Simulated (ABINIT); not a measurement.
# A GW chain in ABINIT: TiO2 (Anatase), part 3 of 3

Aim: the G0W0 gap of TiO2 (Anatase) on PBE, step by step.

ABINIT 10.8.3; PBE and many-body steps on it, plane waves. Known limits of the many-body steps: not at the basis limit.

So far. Step 3 (Bands along the symmetry lines): The gap is 2.141 eV, −0.045 eV from the run before at this level. Step 4 (Empty states on the mesh, 4×4×4 mesh, 115 bands): On this mesh the gap is 2.189 eV.

## Step 5: Screening, 4×4×4 mesh, 105 bands, screening to 130.6 eV

The RPA dielectric matrix is built and inverted for each q.

This step: RPA screening on PBE, plane waves, norm-conserving pseudopotentials.

File run.abi:

```
acell 3*1.0 Angstrom
rprim 
  -1.892100000000 1.892100000000 4.757300000000
  1.892100000000 -1.892100000000 4.757300000000
  1.892100000000 1.892100000000 -4.757300000000
ntypat 2
znucl 22 8
natom 6
typat 1 1 2 2 2 2
xred 
  0.000000000000 0.000000000000 0.000000000000
  0.750000000000 0.250000000000 0.500000000000
  0.208100000000 0.208100000000 0.000000000000
  0.958100000000 0.458100000000 0.500000000000
  0.541900000000 0.041900000000 0.500000000000
  0.791900000000 0.791900000000 0.000000000000
pp_dirpath "pseudos"
pseudos "Ti.upf, O.upf"
ecut 38
ngkpt 4 4 4
nshiftk 1
shiftk 0 0 0
kptopt 1
chksymbreak 0
istwfk *1
occopt 1
irdwfk 1
optdriver 3
nband 105
ecuteps 4.8
inclvkb 2
awtr 1
symchi 1
indata_prefix "in"
outdata_prefix "out"
tmpdata_prefix "tmp"
```

Run with:

```console
> OMP_NUM_THREADS=1 mpirun -n 4 abinit run.abi > log
```

Numbers of over 12 decimals in the logs are rounded to 6 here.

What it wrote:

```text
.Version 10.8.3 of ABINIT. v10.8.2 released Aug 2026.

 Symmetries : space group I4_1/a m d (#141); Bravais tI (body-center tetrag.)
[... echo of the input left out ...]
== DATASET  1 ==================================================================
-   mpi_nproc: 4, omp_nthreads: 1 (-1 if OMP is not activated)

--- !DatasetInfo
iteration_state: {dtset: 1, }
dimensions: {natom: 6, nkpt: 13, mband: 105, nsppol: 1, nspinor: 1, nspden: 1, mpw: 5174, }
cutoff_energies: {ecut:  38.0, pawecutdg:  -1.0, }
electrons: {nelect:   4.80000000E+01, charge:   0.00000000E+00, occopt:   1.00000000E+00, tsmear:   1.00000000E-02, }

 SCREENING: Calculation of the susceptibility and dielectric matrices

 Based on a program developped by R.W. Godby, V. Olevano, G. Onida, and L. Reining.
 Incorporated in ABINIT by V. Olevano, G.-M. Rignanese, and M. Torrent.
.Using double precision arithmetic ; gwpc =  8

[... cell and pseudopotentials left out ...]
--------------------------------------------------------------------------------

 ==== K-mesh for the wavefunctions ====
 Number of points in the irreducible wedge :    13
[... list of points left out ...]
 Together with 16 symmetry operations and time-reversal symmetry
 yields    64 points in the full Brillouin Zone.

 ==== Q-mesh for the screening function ====
 Number of points in the irreducible wedge :    13
[... list of points left out ...]
 Together with 16 symmetry operations and time-reversal symmetry
 yields    64 points in the full Brillouin Zone.

 setmesh: FFT mesh size selected  =    72x   72x   72
          total number of points  =       373248

 vcoul_init : cutoff-mode = AUXILIARY_FUNCTION
 q-points for optical limit:   1
     1)      0.000010    0.000020    0.000030

- screening: taking advantage of time-reversal symmetry
- Maximum band index for partially occupied states nbvw = 24
- Remaining bands to be divided among processors   nbcw = 81
- Number of bands treated by each node ~20

 Number of electrons calculated from density =   48.0000; Expected =   48.0000
 average of density, n =  0.104409
 r_s =    1.3174
 omega_plasma =   31.1690 [eV]

 calculating chi0 at frequencies [eV] :
  1    0.000000E+00    0.000000E+00
  2    0.000000E+00    3.116905E+01

--------------------------------------------------------------------------------
  q-point number  1        q = ( 0.000000, 0.000000, 0.000000) [r.l.u.]
--------------------------------------------------------------------------------
[... chi0 elements left out ...]
 For q-point:  0.000010 0.000020 0.000030
  dielectric constant =   6.6840
  dielectric constant without local fields =   7.0363

  Average fulfillment of the sum rule on Im[epsilon] for q-point    1 :     52.30  [%]
[... wings left out ...]
  q-point number  2        q = ( 0.250000, 0.000000, 0.000000) [r.l.u.]
--------------------------------------------------------------------------------
[... chi0 elements left out ...]
  Average fulfillment of the sum rule on Im[epsilon] for q-point    2 :     63.35  [%]

 [... 11 further q-points ...]
```

The job ended after 17 min (4 MPI ranks of Arm Neoverse V2, shared host; peak memory 14 GiB; 67 min of CPU time).

Numbers from this step:

* ε∞ with local fields, on this mesh, along the program's q direction: 6.684
* the same without local fields: 7.036
* plasma frequency: 31.17 eV
* plane waves in the screening matrix: 213

Local fields lower ε∞ by 5 %.

## Step 6: Self-energy, 4×4×4 mesh, 105 bands, screening to 130.6 eV

The self-energy is evaluated for the states that the input lists, and the levels follow from it, in one-shot runs by the linearised quasiparticle equation.

This step: G0W0 on PBE, plane waves, norm-conserving pseudopotentials.

Changes to run.abi since step 5:

```diff
@@ -27,8 +27,19 @@
 irdwfk 1
-optdriver 3
+optdriver 4
 nband 105
+gwcalctyp 0
+ecutsigx 38
+symsigma 1
+nkptgw 3
+kptgw 
+  0.5000000000 0.5000000000 0.0000000000
+  0.0000000000 0.0000000000 0.0000000000
+  -0.2500000000 -0.2500000000 0.2500000000
+bdgw 
+  23 26
+  23 26
+  23 26
 ecuteps 4.8
-inclvkb 2
-awtr 1
-symchi 1
+irdscr 1
+ppmodel 1
 indata_prefix "in"
```

What it wrote:

```text
.Version 10.8.3 of ABINIT. v10.8.2 released Aug 2026.

 Symmetries : space group I4_1/a m d (#141); Bravais tI (body-center tetrag.)
[... echo of the input left out ...]
== DATASET  1 ==================================================================
-   mpi_nproc: 4, omp_nthreads: 1 (-1 if OMP is not activated)

--- !DatasetInfo
iteration_state: {dtset: 1, }
dimensions: {natom: 6, nkpt: 13, mband: 105, nsppol: 1, nspinor: 1, nspden: 1, mpw: 5174, }
cutoff_energies: {ecut:  38.0, pawecutdg:  -1.0, }
electrons: {nelect:   4.80000000E+01, charge:   0.00000000E+00, occopt:   1.00000000E+00, tsmear:   1.00000000E-02, }

 SIGMA: Calculation of the GW corrections

 Based on a program developped by R.W. Godby, V. Olevano, G. Onida, and L. Reining.
 Incorporated in ABINIT by V. Olevano, G.-M. Rignanese, and M. Torrent.
.Using double precision arithmetic ; gwpc =  8

[... cell and pseudopotentials left out ...]
--------------------------------------------------------------------------------

 ==== K-mesh for the wavefunctions ====
 Number of points in the irreducible wedge :    13
[... list of points left out ...]
 Together with 16 symmetry operations and time-reversal symmetry
 yields    64 points in the full Brillouin Zone.

 ==== Q-mesh for screening function ====
 Number of points in the irreducible wedge :    13
[... list of points left out ...]
 Together with 16 symmetry operations and time-reversal symmetry
 yields    64 points in the full Brillouin Zone.

 vcoul_init : cutoff-mode = AUXILIARY_FUNCTION
 q-points for optical limit:   1
     1)      0.000010    0.000020    0.000030
 setmesh: FFT mesh size selected  =    72x   72x   72
          total number of points  =       373248

 Number of electrons calculated from density =   48.0000; Expected =   48.0000
 average of density, n =  0.104409
 r_s =    1.3174
 omega_plasma =   31.1690 [eV]

 === KS Band Gaps ===
  >>>> For spin  1
   Minimum direct gap =   2.4917 [eV], located at k-point      :  -0.2500 -0.2500  0.2500
   Fundamental gap    =   2.1887 [eV], Top of valence bands at :   0.5000  0.5000  0.0000
                                       Bottom of conduction at :   0.0000  0.0000  0.0000
 SIGMA fundamental parameters:
 PLASMON POLE MODEL  1
 number of plane-waves for SigmaX                 5117
 number of plane-waves for SigmaC and W            213
 number of plane-waves for wavefunctions          5117
 number of bands                                   105
 number of independent spin polarizations            1
 number of spinorial components                      1
 number of k-points in IBZ                          13
 number of q-points in IBZ                          13
 number of symmetry operations                      16
 number of k-points in BZ                           64
 number of q-points in BZ                           64
 number of frequencies for dSigma/dE                 9
 frequency step for dSigma/dE [eV]                0.25
 number of omega for Sigma on real axis              0
 max omega for Sigma on real axis  [eV]           0.00
 zcut for avoiding poles [eV]                     0.10

 EPSILON^-1 parameters (SCR file):
 dimension of the eps^-1 matrix on file            213
 dimension of the eps^-1 matrix used               213
 number of plane-waves for wavefunctions          5117
 number of bands                                   105
 number of q-points in IBZ                          13
 number of frequencies                               2
 number of real frequencies                          1
 number of imag frequencies                          1

 matrix elements of self-energy operator (all in [eV])

 Perturbative Calculation

--- !SelfEnergy_ee
iteration_state: {dtset: 1, }
kpoint     : [   0.500,    0.500,    0.000, ]
spin       : 1
KS_gap     :    3.429
QP_gap     :    5.202
Delta_QP_KS:    1.773
data: !SigmaeeData |
     Band     E0 <VxcDFT>   SigX SigC(E0)      Z dSigC/dE  Sig(E)    E-E0       E
       23   4.093 -20.082 -24.797   4.998   0.764  -0.308 -19.866   0.216   4.309
       24   4.093 -20.082 -24.797   4.998   0.764  -0.308 -19.866   0.216   4.309
       25   7.522 -21.007 -12.455  -5.971   0.771  -0.297 -19.017   1.990   9.511
       26   7.522 -21.007 -12.455  -5.971   0.771  -0.297 -19.017   1.990   9.511

--- !SelfEnergy_ee
iteration_state: {dtset: 1, }
kpoint     : [   0.000,    0.000,    0.000, ]
spin       : 1
KS_gap     :    2.617
QP_gap     :    4.220
Delta_QP_KS:    1.602
data: !SigmaeeData |
     Band     E0 <VxcDFT>   SigX SigC(E0)      Z dSigC/dE  Sig(E)    E-E0       E
       23   3.664 -19.550 -24.420   5.050   0.763  -0.311 -19.413   0.138   3.802
       24   3.664 -19.550 -24.420   5.050   0.763  -0.311 -19.413   0.138   3.802
       25   6.282 -19.340 -11.803  -5.325   0.786  -0.272 -17.600   1.740   8.021
       26   7.028 -20.506 -12.086  -5.925   0.776  -0.289 -18.571   1.935   8.962

--- !SelfEnergy_ee
iteration_state: {dtset: 1, }
kpoint     : [  -0.250,   -0.250,    0.250, ]
spin       : 1
KS_gap     :    2.492
QP_gap     :    4.052
Delta_QP_KS:    1.560
data: !SigmaeeData |
     Band     E0 <VxcDFT>   SigX SigC(E0)      Z dSigC/dE  Sig(E)    E-E0       E
       23   3.893 -20.281 -24.945   4.932   0.767  -0.305 -20.075   0.206   4.099
       24   3.893 -20.281 -24.945   4.932   0.767  -0.305 -20.075   0.206   4.099
       25   6.385 -19.488 -11.831  -5.407   0.785  -0.274 -17.722   1.766   8.151
       26   6.912 -20.310 -12.031  -5.830   0.778  -0.286 -18.406   1.904   8.816

== END DATASET(S) ==============================================================
================================================================================

 -outvars: echo values of variables after computation  --------
           etotal      0.0000000000E+00
            nband         105
             nkpt          13
          spgroup         141
 [... the other variables as echoed above ...]

 Calculation completed.
```

Wall time 38 s (4 MPI ranks); peak memory 9 GiB.

Numbers from this step:

| Property | Result |
| --- | --- |
| G0W0 gap on the points computed | 3.712 eV |
| starting gap on the mesh | 2.189 eV |
| k of the valence top | 0.5, 0.5, 0 |
| k of the conduction bottom | 0, 0, 0 |
| Z at the valence top | 0.764 |
| Z at the conduction bottom | 0.786 |
| least direct G0W0 gap on the computed points | 4.052 eV |

The gap on the mesh goes from 2.19 eV to 3.71 eV, a correction of +1.52 eV.

Limits: finite bands, cutoff and mesh. v1 is the top filled band, c1 the lowest empty one. Levels before and after the correction, in eV, zero at the valence-band top of each column:

|  | conduction bottom | valence top |
| --- | --- | --- |
| Kohn-Sham | 2.19 | 0.00 |
| G0W0 | 3.71 | 0.00 |

|  | level | energy (eV) |
| --- | --- | --- |
| Kohn-Sham | (0.5 0.5 0) v2-v1 | 0.000 |
| Kohn-Sham | (0.5 0.5 0) c1-c2 | 3.429 |
| Kohn-Sham | Γ v2-v1 | -0.429 |
| Kohn-Sham | Γ c1 | 2.189 |
| Kohn-Sham | Γ c2 | 2.935 |
| G0W0 | (0.5 0.5 0) v2-v1 | 0.000 |
| G0W0 | (0.5 0.5 0) c1-c2 | 5.202 |
| G0W0 | Γ v2-v1 | -0.507 |
| G0W0 | Γ c1 | 3.712 |
| G0W0 | Γ c2 | 4.653 |

## Step 7: Where the time went

Times are wall times on 4 MPI ranks of Arm Neoverse V2, shared host, good to a factor of about two.

| step | time | share | memory (GiB) |
| --- | --- | --- | --- |
| ground state | 3.1 min | 13 % | 0.64 |
| bands along the symmetry lines | 2.3 min | 10 % | 0.5 |
| empty states on the mesh | 70 s | 5 % | 0.46 |
| screening | 17 min | 70 % | 14 |
| self-energy | 38 s | 3 % | 9.0 |

## Step 8: What came out

| Property | Result |
| --- | --- |
| PBE gap | 2.14 eV, indirect |
| G0W0 gap on the mesh | 3.71 eV |
| G0W0 gap over the zone (rigid shift) | 3.66 eV |
| GW settings | 4×4×4 mesh, 105 bands, screening to 130.6 eV, Godby-Needs plasmon pole |
| known limits | not at the basis limit |

G0W0 moves the gap on the mesh from 2.19 eV to 3.71 eV (+1.52 eV), with Z of 0.76 and 0.79 at the edges. The mesh misses the band edges by 0.05 eV in all; a rigid shift gives 3.66 eV for the zone. Local fields lower the RPA ε∞ on this mesh from 7.04 to 6.68. Only 3 of the mesh's irreducible points were corrected, so a valley elsewhere could overtake. The dearest step here is «screening». Against experiment, by G0W0@PBE: the direct gap of 4.05 eV lies +0.18 eV from the measured 3.87 eV (direct, 2023); the gap of 3.66 eV lies +0.40 eV from the measured 3.261 eV (indirect, 300 K, 2024); the gap of 3.66 eV lies +0.21 eV from the measured 3.45 eV (optical, 2023); the direct gap of 4.05 eV lies +0.07 eV from the measured 3.98 eV (electronic, quoted 2020); the gap of 3.66 eV lies +0.49 eV from the measured 3.17 eV (kind not stated, 2020). An exciton line or allowed optical edge lies below the quasiparticle gap by the binding energy; a forbidden edge can push the onset above it. The calculation has static nuclei and no excitons; a measured gap holds zero-point and thermal motion, which mostly lowers it. Bands and cutoff are finite, so the gap is not at the basis limit. The miss can reach some tenths of an eV and take either sign; the mesh is an error of its own. In the G0W0 run levels were corrected at 3 k points alone, so a gap called «on the mesh» is the least over those, and an edge elsewhere would be missed.

[Paths, hosts, dates, memory and timing lines, banners, echoed tables and standing remarks are left out of the program output.]

[Logs are printed without paths, hosts, clocks, repeated set-up lines and the standing remarks that a program may print on its own settings, such as how far it seeks lower states.]

[Runs of the session that timed out or met a known fault of the program may be left out.]

[Hosts, paths, dates, database ids (printed as entryN), source tags and the programs' standing remarks are cut or masked in the printed files.]

[G0W0 gaps are taken among the corrected bands and points alone; a level outside them can change the order at an edge.]

[Where Ansatz stands beside ABINIT at settings called matched, ABINIT's density can come from a denser mesh and the files from another edition; pairs whose starting gaps differed by over 0.03 eV were left out, so agreement reads better than it is.]
